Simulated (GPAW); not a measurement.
## Core-hole calculation of the Be K edge in BeNi (Pm-3m)

What does one-electron theory with a core hole give for the Be K edge of BeNi (Pm-3m)?

Method: X-ray absorption from dipole matrix elements to empty bands, plane-wave PAW LDA, in GPAW 26.7.0.

Most raw output is cut from this account.

### Step 1. The starting structure

It takes space group Pm-3m (No. 221, cubic). The conventional cell has a = 2.587 Å, b = 2.587 Å, c = 2.587 Å, α = 90.00°, β = 90.00°, γ = 90.00°. Nearest to Ni lie 8 Be at 2.24 Å. Nearest to Be lie 8 Ni at 2.24 Å. Farther neighbours are not listed.

As a file:

```
Ni Be
1.0
     2.58700    0.00000    0.00000
     0.00000    2.58700    0.00000
     0.00000    0.00000    2.58700
Ni Be
1 1
Direct
  0.50000 0.50000 0.50000
  0.00000 0.00000 0.00000
```

### Step 2. The field without a hole

A plain self-consistent run shows whether there is a gap and which moments survive; both decide the set-up of the core-hole run.

Contents of scf.py:

```python
import numpy as np
from ase import Atoms
from ase.parallel import parprint, paropen
from gpaw import GPAW, PW, FermiDirac, Mixer, MixerDif, setup_paths
from gpaw.test import gen
setup_paths.insert(0, '.')
gen('Be', name='nch1s', xcname='LDA', corehole=(1, 0, 0), write_xml=True)
from gpaw.mpi import world
world.barrier()

atoms = Atoms('NiBe',
    cell=[[2.58699959, 0, 0],
     [0, 2.58699959, 0],
     [0, 0, 2.58699959]],
    scaled_positions=[[0.5, 0.5, 0.5],
     [0, 0, 0]],
    magmoms=[2.0, 0.0],
    pbc=True)
atoms.calc = calc = GPAW(legacy_gpaw=True, mode=PW(430), xc='LDA', setups={1: 'nch1s'},
    kpts={'size': (9, 9, 9), 'gamma': True}, occupations=FermiDirac(0.05),
    charge=0, mixer=MixerDif(0.05, 8, 50), maxiter=150,
    convergence={'density': 0.0001}, txt='scf.txt')
energy = atoms.get_potential_energy() + calc.get_reference_energy()
ef = calc.get_fermi_level()
out = dict(energy=energy, fermi=ef, forces=atoms.get_forces().tolist(), magmoms=atoms.get_magnetic_moments().tolist())
parprint(f'all-electron energy {energy:.4f} eV, Fermi level {ef:.4f} eV')
ev = np.array([[calc.get_eigenvalues(k, s) for k in range(len(calc.get_ibz_k_points()))] for s in range(calc.get_number_of_spins())])
out['homo'], out['lumo'], out['counts'] = ev[ev < ef].max(), ev[ev > ef].min(), sorted(set((ev < ef).sum((0, 2)).tolist()))
out['filled'] = (ev[:, 0] < ef).sum(1).tolist()
import json
with paropen('out.json', 'w') as f:
    json.dump(out, f)
```

Launch:

```console
$ OMP_NUM_THREADS=1 mpirun -n 4 gpaw python scf.py
```

It took 6.8 s on 4 MPI ranks of Arm Neoverse V2, shared host; peak memory 0.17 GiB.

The mesh shows no gap, so the system is treated as a metal and the core electron is put at the Fermi level (neutral cell).

### Step 3. Spectrum without a core hole, Be atom 2

This cheap baseline ignores the attraction of the hole: it shows the absorber's empty states as they are in the ground state. The data set with a hole of occupation 0 only carries the core orbital.

The absorber has 8 Ni at 2.24 Å and 6 Be at 2.59 Å (cube and octahedron, as in bcc, site symmetry m-3m).

Contents of xas.py:

```python
import numpy as np
from ase import Atoms
from ase.parallel import parprint, paropen
from gpaw import GPAW, PW, FermiDirac, Mixer, MixerDif, setup_paths
from gpaw.test import gen
setup_paths.insert(0, '.')
gen('Be', name='nch1s', xcname='LDA', corehole=(1, 0, 0), write_xml=True)
from gpaw.mpi import world
world.barrier()

atoms = Atoms('NiBe',
    cell=[[2.58699959, 0, 0],
     [0, 2.58699959, 0],
     [0, 0, 2.58699959]],
    scaled_positions=[[0.5, 0.5, 0.5],
     [0, 0, 0]],
    magmoms=[2.0, 0.0],
    pbc=True)
atoms.calc = calc = GPAW(legacy_gpaw=True, mode=PW(430), xc='LDA', setups={1: 'nch1s'},
    kpts={'size': (13, 13, 13), 'gamma': True}, occupations=FermiDirac(0.1),
    charge=0, mixer=MixerDif(0.05, 8, 50), maxiter=150,
    convergence={'density': 0.0001}, txt='scf.txt')
energy = atoms.get_potential_energy() + calc.get_reference_energy()
ef = calc.get_fermi_level()
out = dict(energy=energy, fermi=ef, forces=atoms.get_forces().tolist(), magmoms=atoms.get_magnetic_moments().tolist())
parprint(f'all-electron energy {energy:.4f} eV, Fermi level {ef:.4f} eV')
ev = np.array([[calc.get_eigenvalues(k, s) for k in range(len(calc.get_ibz_k_points()))] for s in range(calc.get_number_of_spins())])
out['homo'], out['lumo'], out['counts'] = ev[ev < ef].max(), ev[ev > ef].min(), sorted(set((ev < ef).sum((0, 2)).tolist()))
out['filled'] = (ev[:, 0] < ef).sum(1).tolist()

from ase.units import Ha
from gpaw.xas import dipole_matrix_elements
nb = int(calc.get_number_of_electrons() / 2) + 19
top = nb
nscf = calc.fixed_density(kpts={'size': (8, 8, 8), 'gamma': True},
    convergence={'eigenstates': 1.0}, txt='nscf.txt')
nscf.diagonalize_full_hamiltonian(nbands=nb)
cell = atoms.cell.array
ops = [cell.T @ U.T @ np.linalg.inv(cell.T) for U in nscf.wfs.kd.symmetry.op_scc]
E = np.arange(-25, 34, 0.1)
fwhm = np.interp(E, [4, 25], [0.9, 3.5])
Y, X, zero, highest = 0, 0, 1e9, 1e9
for spin in range(nscf.get_number_of_spins()):
    wfs = nscf.wfs
    A = dipole_matrix_elements(wfs.setups[1])
    eps = np.zeros((wfs.kd.nibzkpts, nb))
    d = np.zeros((3, A.shape[1], wfs.kd.nibzkpts, nb), complex)
    for kpt in wfs.kpt_u:
        if kpt.s == spin and 1 in kpt.P_ani:
            eps[kpt.k] = kpt.eps_n * Ha
            d[:, :, kpt.k] = (kpt.weight * wfs.nspins / 2) ** 0.5 * np.inner(A, kpt.P_ani[1])
    world.sum(eps)
    world.sum(d)
    T = np.einsum('amkn,bmkn->abkn', d, d.conj()).real
    T = sum(np.einsum('ai,ijkn,bj->abkn', R, T, R) for R in ops) / len(ops)
    empty = eps > ef
    zero, highest = min(zero, eps[empty].min()), min(highest, eps[:, top - 1].min())
    lines = [(eps, T, empty)] if spin == 0 else lines + [(eps, T, empty)]
for eps, T, empty in lines:
    f = np.einsum('aakn->akn', T).reshape(3, -1)
    x = eps.ravel() - zero
    w = np.interp(x, E, fwhm) / 2.35482
    g = np.exp(-0.5 * ((E[:, None] - x) / w) ** 2) / (w * (2 * np.pi) ** 0.5)
    Y = Y + (f * empty.ravel()) @ g.T
    X = X + (f * ~empty.ravel()) @ g.T
out.update(E=E.round(2).tolist(), xas=Y.tolist(), xes=X.tolist(), zero=zero, valid=highest - zero, nk=len(eps), nb=nb)
for i in range(0, len(E), 10):
    parprint(f'{E[i]:7.2f}', *(f'{v:10.3e}' for v in Y[:, i]))
import json
with paropen('out.json', 'w') as f:
    json.dump(out, f)
```

Launch:

```console
$ OMP_NUM_THREADS=1 mpirun -n 4 gpaw python xas.py
```

Elapsed: 10 s, on 4 MPI ranks; peak memory 0.21 GiB.

The Be K spectrum, Be atom 2, no core hole (energy from the lowest empty level; intensity scaled to a mean of 1 over the first 20 eV):

```csv
E (eV),intensity
-2.0,0.00
-1.0,0.00
0.0,0.21
1.0,0.71
2.0,0.40
3.0,0.61
4.0,0.20
5.0,0.42
6.0,1.04
7.0,1.30
8.0,1.31
9.0,1.79
10.0,2.07
11.0,2.34
12.0,1.53
13.0,0.69
14.0,0.57
15.0,0.68
16.0,0.78
17.0,0.87
18.0,0.99
19.0,1.06
20.0,1.04
21.0,0.97
22.0,0.90
23.0,0.86
24.0,0.82
25.0,0.74
26.0,0.66
27.0,0.62
28.0,0.61
29.0,0.63
30.0,0.70
31.0,0.80
32.0,0.88
```

Main maxima below 24 eV (height): 0.9 eV (0.73), 2.7 eV (0.67), 6.7 eV (1.35), 10.9 eV (2.35) and 19.3 eV (1.06). A K edge sees empty p states on the absorber.

The same matrix elements for filled bands give the Be K emission of Be atom 2 (ground-state approximation; energy from the lowest empty level, largest value 1):

```csv
E (eV),emission
-24.00,0.00
-23.25,0.00
-22.50,0.00
-21.75,0.00
-21.00,0.00
-20.25,0.00
-19.50,0.00
-18.75,0.00
-18.00,0.00
-17.25,0.00
-16.50,0.00
-15.75,0.00
-15.00,0.00
-14.25,0.00
-13.50,0.00
-12.75,0.00
-12.00,0.00
-11.25,0.00
-10.50,0.00
-9.75,0.01
-9.00,0.05
-8.25,0.08
-7.50,0.16
-6.75,0.26
-6.00,0.25
-5.25,0.40
-4.50,0.71
-3.75,0.94
-3.00,0.66
-2.25,0.62
-1.50,0.31
-0.75,0.22
0.00,0.12
0.75,0.01
1.50,0.00
2.25,0.00
3.00,0.00
```

Emission maxima: -4.0 eV (1.00).

### Step 4. Supercell without a hole, the energy reference

The photon energy needs a difference of total energies, so the cell and mesh of the coming hole run are first run without a hole.

Edit scf.py of step 2 so:

```diff
@@ -10,12 +10,42 @@
 
-atoms = Atoms('NiBe',
-    cell=[[2.58699959, 0, 0],
-     [0, 2.58699959, 0],
-     [0, 0, 2.58699959]],
-    scaled_positions=[[0.5, 0.5, 0.5],
-     [0, 0, 0]],
-    magmoms=[2.0, 0.0],
+atoms = Atoms('Ni16Be16',
+    cell=[[5.17399918, 0, 5.17399918],
+     [0, 5.17399918, 5.17399918],
+     [-5.17399918, 0, 5.17399918]],
+    scaled_positions=[[0.125, 0.25, 0.875],
+     [0.375, 0.25, 0.125],
+     [0.125, 0.25, 0.375],
+     [0.625, 0.25, 0.375],
+     [0.125, 0.75, 0.875],
+     [0.625, 0.25, 0.875],
+     [0.375, 0.25, 0.625],
+     [0.875, 0.25, 0.625],
+     [0.375, 0.75, 0.125],
+     [0.875, 0.25, 0.125],
+     [0.125, 0.75, 0.375],
+     [0.625, 0.75, 0.375],
+     [0.625, 0.75, 0.875],
+     [0.375, 0.75, 0.625],
+     [0.875, 0.75, 0.625],
+     [0.875, 0.75, 0.125],
+     [0, 0, 0],
+     [0.25, 0, 0.25],
+     [0, 0, 0.5],
+     [0.5, 0, 0.5],
+     [0, 0.5, 0],
+     [0.5, 0, 0],
+     [0.25, 0, 0.75],
+     [0.75, 0, 0.75],
+     [0.25, 0.5, 0.25],
+     [0.75, 0, 0.25],
+     [0, 0.5, 0.5],
+     [0.5, 0.5, 0.5],
+     [0.5, 0.5, 0],
+     [0.25, 0.5, 0.75],
+     [0.75, 0.5, 0.75],
+     [0.75, 0.5, 0.25]],
+    magmoms=[2.0, 2.0, 2.0, 2.0, 2.0, 2.0, 2.0, 2.0, 2.0, 2.0, 2.0, 2.0, 2.0, 2.0, 2.0, 2.0, 0.0, 0.0, 0.0, 0.0, 0.0, 0.0, 0.0, 0.0, 0.0, 0.0, 0.0, 0.0, 0.0, 0.0, 0.0, 0.0],
     pbc=True)
-atoms.calc = calc = GPAW(legacy_gpaw=True, mode=PW(430), xc='LDA', setups={1: 'nch1s'},
-    kpts={'size': (9, 9, 9), 'gamma': True}, occupations=FermiDirac(0.05),
+atoms.calc = calc = GPAW(legacy_gpaw=True, mode=PW(430), xc='LDA', setups={16: 'nch1s'},
+    kpts={'size': (3, 3, 3), 'gamma': True}, occupations=FermiDirac(0.1),
     charge=0, mixer=MixerDif(0.05, 8, 50), maxiter=150,
```

Launch:

```console
$ OMP_NUM_THREADS=1 mpirun -n 4 gpaw python scf.py
```

Elapsed: 2.1 min, on 4 MPI ranks; peak memory 0.72 GiB; 8.3 min of CPU time.

Reference energy: -667318.216 eV with the cores included.

### Step 5. Spectrum with XCH, Be atom 2

The holes are 7.3 Å apart. In GPAW the data set carries the hole's charge, so charge=0 means a charged cell and charge=-1 a neutral one. The excited electron is kept in the cell, where it fills the lowest empty states and screens the hole. After the field has converged, empty bands are computed with the density fixed and the dipole matrix elements are summed.

Contents of xas.py:

```python
import numpy as np
from ase import Atoms
from ase.parallel import parprint, paropen
from gpaw import GPAW, PW, FermiDirac, Mixer, MixerDif, setup_paths
from gpaw.test import gen
setup_paths.insert(0, '.')
gen('Be', name='fch1s', xcname='LDA', corehole=(1, 0, 1), write_xml=True)
from gpaw.mpi import world
world.barrier()

atoms = Atoms('Ni16Be16',
    cell=[[5.17399918, 0, 5.17399918],
     [0, 5.17399918, 5.17399918],
     [-5.17399918, 0, 5.17399918]],
    scaled_positions=[[0.125, 0.25, 0.875],
     [0.375, 0.25, 0.125],
     [0.125, 0.25, 0.375],
     [0.625, 0.25, 0.375],
     [0.125, 0.75, 0.875],
     [0.625, 0.25, 0.875],
     [0.375, 0.25, 0.625],
     [0.875, 0.25, 0.625],
     [0.375, 0.75, 0.125],
     [0.875, 0.25, 0.125],
     [0.125, 0.75, 0.375],
     [0.625, 0.75, 0.375],
     [0.625, 0.75, 0.875],
     [0.375, 0.75, 0.625],
     [0.875, 0.75, 0.625],
     [0.875, 0.75, 0.125],
     [0, 0, 0],
     [0.25, 0, 0.25],
     [0, 0, 0.5],
     [0.5, 0, 0.5],
     [0, 0.5, 0],
     [0.5, 0, 0],
     [0.25, 0, 0.75],
     [0.75, 0, 0.75],
     [0.25, 0.5, 0.25],
     [0.75, 0, 0.25],
     [0, 0.5, 0.5],
     [0.5, 0.5, 0.5],
     [0.5, 0.5, 0],
     [0.25, 0.5, 0.75],
     [0.75, 0.5, 0.75],
     [0.75, 0.5, 0.25]],
    magmoms=[2.0, 2.0, 2.0, 2.0, 2.0, 2.0, 2.0, 2.0, 2.0, 2.0, 2.0, 2.0, 2.0, 2.0, 2.0, 2.0, 0.0, 0.0, 0.0, 0.0, 0.0, 0.0, 0.0, 0.0, 0.0, 0.0, 0.0, 0.0, 0.0, 0.0, 0.0, 0.0],
    pbc=True)
atoms.calc = calc = GPAW(legacy_gpaw=True, mode=PW(430), xc='LDA', setups={16: 'fch1s'},
    kpts={'size': (3, 3, 3), 'gamma': True}, occupations=FermiDirac(0.1),
    charge=-1, mixer=MixerDif(0.05, 8, 50), maxiter=150,
    convergence={'density': 0.0001}, txt='scf.txt')
energy = atoms.get_potential_energy() + calc.get_reference_energy()
ef = calc.get_fermi_level()
out = dict(energy=energy, fermi=ef, forces=atoms.get_forces().tolist(), magmoms=atoms.get_magnetic_moments().tolist())
parprint(f'all-electron energy {energy:.4f} eV, Fermi level {ef:.4f} eV')
ev = np.array([[calc.get_eigenvalues(k, s) for k in range(len(calc.get_ibz_k_points()))] for s in range(calc.get_number_of_spins())])
out['homo'], out['lumo'], out['counts'] = ev[ev < ef].max(), ev[ev > ef].min(), sorted(set((ev < ef).sum((0, 2)).tolist()))
out['filled'] = (ev[:, 0] < ef).sum(1).tolist()

from ase.units import Ha
from gpaw.xas import dipole_matrix_elements
nb = int(calc.get_number_of_electrons() / 2) + 247
top, nb = nb, nb + 8 + nb // 12
nscf = calc.fixed_density(kpts={'size': (4, 4, 4), 'gamma': True}, nbands=nb,
    convergence={'bands': top, 'eigenstates': 1e-5}, maxiter=60, txt='nscf.txt')
cell = atoms.cell.array
ops = [cell.T @ U.T @ np.linalg.inv(cell.T) for U in nscf.wfs.kd.symmetry.op_scc]
E = np.arange(-6, 34, 0.1)
fwhm = np.interp(E, [4, 25], [0.9, 3.5])
Y, X, zero, highest = 0, 0, 1e9, 1e9
for spin in range(nscf.get_number_of_spins()):
    wfs = nscf.wfs
    A = dipole_matrix_elements(wfs.setups[16])
    eps = np.zeros((wfs.kd.nibzkpts, nb))
    d = np.zeros((3, A.shape[1], wfs.kd.nibzkpts, nb), complex)
    for kpt in wfs.kpt_u:
        if kpt.s == spin and 16 in kpt.P_ani:
            eps[kpt.k] = kpt.eps_n * Ha
            d[:, :, kpt.k] = (kpt.weight * wfs.nspins / 2) ** 0.5 * np.inner(A, kpt.P_ani[16])
    world.sum(eps)
    world.sum(d)
    T = np.einsum('amkn,bmkn->abkn', d, d.conj()).real
    T = sum(np.einsum('ai,ijkn,bj->abkn', R, T, R) for R in ops) / len(ops)
    empty = eps > ef
    zero, highest = min(zero, eps[empty].min()), min(highest, eps[:, top - 1].min())
    lines = [(eps, T, empty)] if spin == 0 else lines + [(eps, T, empty)]
for eps, T, empty in lines:
    f = np.einsum('aakn->akn', T).reshape(3, -1)
    x = eps.ravel() - zero
    w = np.interp(x, E, fwhm) / 2.35482
    g = np.exp(-0.5 * ((E[:, None] - x) / w) ** 2) / (w * (2 * np.pi) ** 0.5)
    Y = Y + (f * empty.ravel()) @ g.T
    X = X + (f * ~empty.ravel()) @ g.T
out.update(E=E.round(2).tolist(), xas=Y.tolist(), xes=X.tolist(), zero=zero, valid=highest - zero, nk=len(eps), nb=nb)
for i in range(0, len(E), 10):
    parprint(f'{E[i]:7.2f}', *(f'{v:10.3e}' for v in Y[:, i]))
import json
with paropen('out.json', 'w') as f:
    json.dump(out, f)
```

Launch:

```console
$ OMP_NUM_THREADS=1 mpirun -n 4 gpaw python xas.py
```

Run time: 12 min. Hardware: 4 MPI ranks; peak memory 1.1 GiB; 46 min of CPU time.

The Be K spectrum, Be atom 2, excited-electron core hole (neutral cell) (energy from the lowest empty level; intensity scaled to a mean of 1 over the first 20 eV):

```csv
E (eV),intensity
-2.0,0.00
-1.5,0.00
-1.0,0.00
-0.5,0.10
0.0,0.51
0.5,0.85
1.0,0.74
1.5,0.68
2.0,0.89
2.5,0.82
3.0,0.50
3.5,0.62
4.0,0.76
4.5,0.75
5.0,1.50
5.5,2.58
6.0,2.80
6.5,2.13
7.0,1.72
7.5,1.75
8.0,1.66
8.5,1.46
9.0,1.37
9.5,1.40
10.0,1.42
10.5,1.29
11.0,0.99
11.5,0.65
12.0,0.40
12.5,0.30
13.0,0.32
13.5,0.41
14.0,0.49
14.5,0.53
15.0,0.54
15.5,0.56
16.0,0.61
16.5,0.69
17.0,0.77
17.5,0.83
18.0,0.86
18.5,0.87
19.0,0.86
19.5,0.83
20.0,0.79
20.5,0.73
21.0,0.67
21.5,0.62
22.0,0.57
22.5,0.55
23.0,0.54
23.5,0.53
24.0,0.54
24.5,0.54
25.0,0.53
25.5,0.53
26.0,0.53
26.5,0.53
27.0,0.53
27.5,0.54
28.0,0.55
28.5,0.57
29.0,0.59
29.5,0.61
30.0,0.63
30.5,0.66
31.0,0.68
31.5,0.70
32.0,0.71
```

Main maxima below 24 eV (height): 0.6 eV (0.85), 2.2 eV (0.92), 3.9 eV (0.78), 5.8 eV (2.86) and 18.4 eV (0.87). 

The total-energy difference is 109.30 eV.

### Step 6. Spectrum with HCH, Be atom 2

The holes are 7.3 Å apart. The data set carries half a charge, which charge=0 leaves uncompensated but for the background. Half a hole is Slater's transition state, a compromise that weakens the attraction. After the field has converged, empty bands are computed with the density fixed and the dipole matrix elements are summed.

Changed against the first core-hole run: core hole from full to half.

Edit xas.py of step 5 so:

```diff
@@ -6,3 +6,3 @@
 setup_paths.insert(0, '.')
-gen('Be', name='fch1s', xcname='LDA', corehole=(1, 0, 1), write_xml=True)
+gen('Be', name='hch1s', xcname='LDA', corehole=(1, 0, 0.5), write_xml=True)
 from gpaw.mpi import world
@@ -48,5 +48,5 @@
     pbc=True)
-atoms.calc = calc = GPAW(legacy_gpaw=True, mode=PW(430), xc='LDA', setups={16: 'fch1s'},
+atoms.calc = calc = GPAW(legacy_gpaw=True, mode=PW(430), xc='LDA', setups={16: 'hch1s'},
     kpts={'size': (3, 3, 3), 'gamma': True}, occupations=FermiDirac(0.1),
-    charge=-1, mixer=MixerDif(0.05, 8, 50), maxiter=150,
+    charge=0, mixer=MixerDif(0.05, 8, 50), maxiter=150,
     convergence={'density': 0.0001}, txt='scf.txt')
```

Run time: 11 min. Hardware: 4 MPI ranks; peak memory 1.1 GiB; 46 min of CPU time.

```csv
E (eV),first run,this run
-2.0,0.00,0.00
-1.0,0.00,0.00
0.0,0.51,0.34
1.0,0.74,0.66
2.0,0.89,0.63
3.0,0.50,0.45
4.0,0.76,0.54
5.0,1.50,0.63
6.0,2.80,1.83
7.0,1.72,1.71
8.0,1.66,1.93
9.0,1.37,1.79
10.0,1.42,1.83
11.0,0.99,1.66
12.0,0.40,0.79
13.0,0.32,0.40
14.0,0.49,0.52
15.0,0.54,0.62
16.0,0.61,0.66
17.0,0.77,0.79
18.0,0.86,0.91
19.0,0.86,0.94
20.0,0.79,0.91
21.0,0.67,0.83
22.0,0.57,0.73
23.0,0.54,0.65
24.0,0.54,0.62
25.0,0.53,0.60
26.0,0.53,0.58
27.0,0.53,0.56
28.0,0.55,0.58
29.0,0.59,0.61
30.0,0.63,0.66
31.0,0.68,0.73
32.0,0.71,0.79
```

Against the first run the r.m.s. difference is 34 %. The highest intensity below 16 eV goes from 5.8 eV (2.86) to 6.4 eV (2.04).

### Step 7. With and without the hole

Both curves are counted from their own zero, so only the shift of weight within the empty states shows.

```csv
E (eV),no hole,XCH
-2.0,0.00,0.00
-1.0,0.00,0.00
0.0,0.21,0.51
1.0,0.71,0.74
2.0,0.40,0.89
3.0,0.61,0.50
4.0,0.20,0.76
5.0,0.42,1.50
6.0,1.04,2.80
7.0,1.30,1.72
8.0,1.31,1.66
9.0,1.79,1.37
10.0,2.07,1.42
11.0,2.34,0.99
12.0,1.53,0.40
13.0,0.69,0.32
14.0,0.57,0.49
15.0,0.68,0.54
16.0,0.78,0.61
17.0,0.87,0.77
18.0,0.99,0.86
19.0,1.06,0.86
20.0,1.04,0.79
21.0,0.97,0.67
22.0,0.90,0.57
23.0,0.86,0.54
24.0,0.82,0.54
25.0,0.74,0.53
26.0,0.66,0.53
27.0,0.62,0.53
28.0,0.61,0.55
29.0,0.63,0.59
30.0,0.70,0.63
31.0,0.80,0.68
32.0,0.88,0.71
```

With each curve scaled to its own mean, the area from −2 to 6 eV with the hole is 6.4 against 3.0, and the centre of weight from −1 to 20 eV moves by -1.8 eV: the hole pulls the absorber's empty states down.

### Step 8. Results

```json
{
 "absorber and edge": "Be K, atom 2 of the ground-state input (counted from 1)",
 "surroundings": "8 Ni at 2.24 Å and 6 Be at 2.59 Å (cube and octahedron, as in bcc, site symmetry m-3m)",
 "highest intensity below 16 eV": "5.8 eV above the zero, height 2.86",
 "photon energy of the zero (spin-polarised hole, raw)": "109.3 eV (LDA puts this hole about 2 eV below PBE, itself good to a few eV)"
}
```

**Reading.** The Be K edge of atom 2, with 8 Ni at 2.24 Å and 6 Be at 2.59 Å (cube and octahedron, as in bcc, site symmetry m-3m), has its highest intensity of the first 16 eV at 5.8 eV above the zero, near 115 eV in photon energy (LDA puts this hole about 2 eV below PBE, itself good to a few eV), 2.9 times the mean level of the first 20 eV (Gaussian full width 0.9 eV up to 4 eV, rising linearly to 3.5 eV at 25 eV). With each curve scaled to its own mean, the area from −2 to 6 eV with the hole is 6.4 against 3.0, and the centre of weight from −1 to 20 eV moves by -1.8 eV: the hole pulls the absorber's empty states down. Changing the core hole from full to half alters the shape by 34 % r.m.s., so the choice matters here. The hole lies in one spin channel, while the script sums the empty states of both and takes the lower zero; where the two channels are split, this blurs and shifts the curve. The starting moments shrank to 0.00 μB or less, so this is hardly a magnetic state. The mesh is coarse (0.30 Å⁻¹ between points), so small maxima may be mesh ripples. The structure is a computed Materials Project entry and may be a hypothetical form.

[Logs are printed without paths, hosts, clocks, repeated set-up lines and the standing remarks that a program may print on its own settings, such as how far it seeks lower states.]

[Hosts, paths, dates, database ids (printed as entryN), source tags and the programs' standing remarks are cut or masked in the printed files.]

[Lists of maxima count a maximum above −3 eV only where it reaches 4 % of the highest in the window and stands out from its surroundings by 2 % of it (1.5 % where it reaches 55 %); shoulders and weaker maxima are passed over, and of the rest the first, up to two pre-edge ones and the few strongest are named.]
